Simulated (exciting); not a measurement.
Consider KZnF3, space group Pm-3m.

```xyz
5
Lattice="4.0500 0.0000 0.0000 0.0000 4.0500 0.0000 0.0000 0.0000 4.0500" Properties=species:S:1:pos:R:3 pbc="T T T"
Zn    2.0250    2.0250    2.0250
K     0.0000    0.0000    0.0000
F     2.0250    0.0000    2.0250
F     0.0000    2.0250    2.0250
F     2.0250    2.0250    0.0000
```

Absorber: atom 2, with 12 F at 2.86 Å (cuboctahedral, site symmetry m-3m). Method: exciting, all-electron LAPW+lo, LDA, spinor conduction states, exchange and screened direct term (singlet BSE), 2×2×2 shifted k points, 30 conduction spinor bands, |G+q| up to 4.5 bohr⁻¹ (3.9 in the exchange term), full RPA screening with nempty = 54, Lorentzian half width 0.25 eV.

Predict the K L₂,₃ near-edge structure at this level.

Bound core exciton? Yes on this mesh: the first bright state (over 5 % of the brightest) lies at -0.69 eV from the Kohn–Sham onset and at -2.10 eV from the lowest bare transition of its own mesh; weaker or dark states reach down to -0.89 eV. Maxima (height): 0.0 eV (1.00), 2.7 eV (0.69) and 13.2 eV (0.07).

Energy from the Kohn–Sham onset, core level to the lowest empty state found on the meshes used; Im ε in relative units:

```csv
E (eV),Im ε
-2.50,0.02
-2.25,0.02
-2.00,0.02
-1.75,0.03
-1.50,0.04
-1.25,0.07
-1.00,0.12
-0.75,0.22
-0.50,0.33
-0.25,0.60
0.00,0.99
0.25,0.53
0.50,0.23
0.75,0.13
1.00,0.10
1.25,0.09
1.50,0.09
1.75,0.11
2.00,0.18
2.25,0.33
2.50,0.49
2.75,0.69
3.00,0.37
3.25,0.17
3.50,0.10
3.75,0.08
4.00,0.09
4.25,0.08
4.50,0.06
4.75,0.06
5.00,0.06
5.25,0.06
5.50,0.06
5.75,0.05
6.00,0.04
6.25,0.04
6.50,0.04
6.75,0.04
7.00,0.04
7.25,0.04
7.50,0.04
7.75,0.04
8.00,0.04
8.25,0.04
8.50,0.05
8.75,0.06
9.00,0.05
9.25,0.05
9.50,0.04
9.75,0.04
10.00,0.03
10.25,0.03
10.50,0.03
10.75,0.03
11.00,0.03
11.25,0.04
11.50,0.04
11.75,0.04
12.00,0.04
12.25,0.03
12.50,0.03
12.75,0.03
13.00,0.06
13.25,0.07
13.50,0.05
13.75,0.04
14.00,0.03
14.25,0.03
14.50,0.02
14.75,0.01
15.00,0.01
15.25,0.01
```

Binding energies aren't converged on 8 k points, and the weak maxima beyond the white lines are largely noise of the mesh. The multiplet shape isn't converged in the kernel cutoffs, and the cutoff of the direct term wasn't varied. Measured L₃ and L₂ lines of such d⁰ ions are about equally strong. The zero comes from the unshifted 4×4×4 ground-state mesh; it is exact only where the band minimum lies on that mesh. The structure is a published determination, not relaxed.

[Banner, clock and machine lines of the logs are left out without a mark of their own.]

[Logs are printed without paths, hosts, clocks, repeated set-up lines and the standing remarks that a program may print on its own settings, such as how far it seeks lower states.]

[Hosts, paths, dates, database ids (printed as entryN), source tags and the programs' standing remarks are cut or masked in the printed files.]
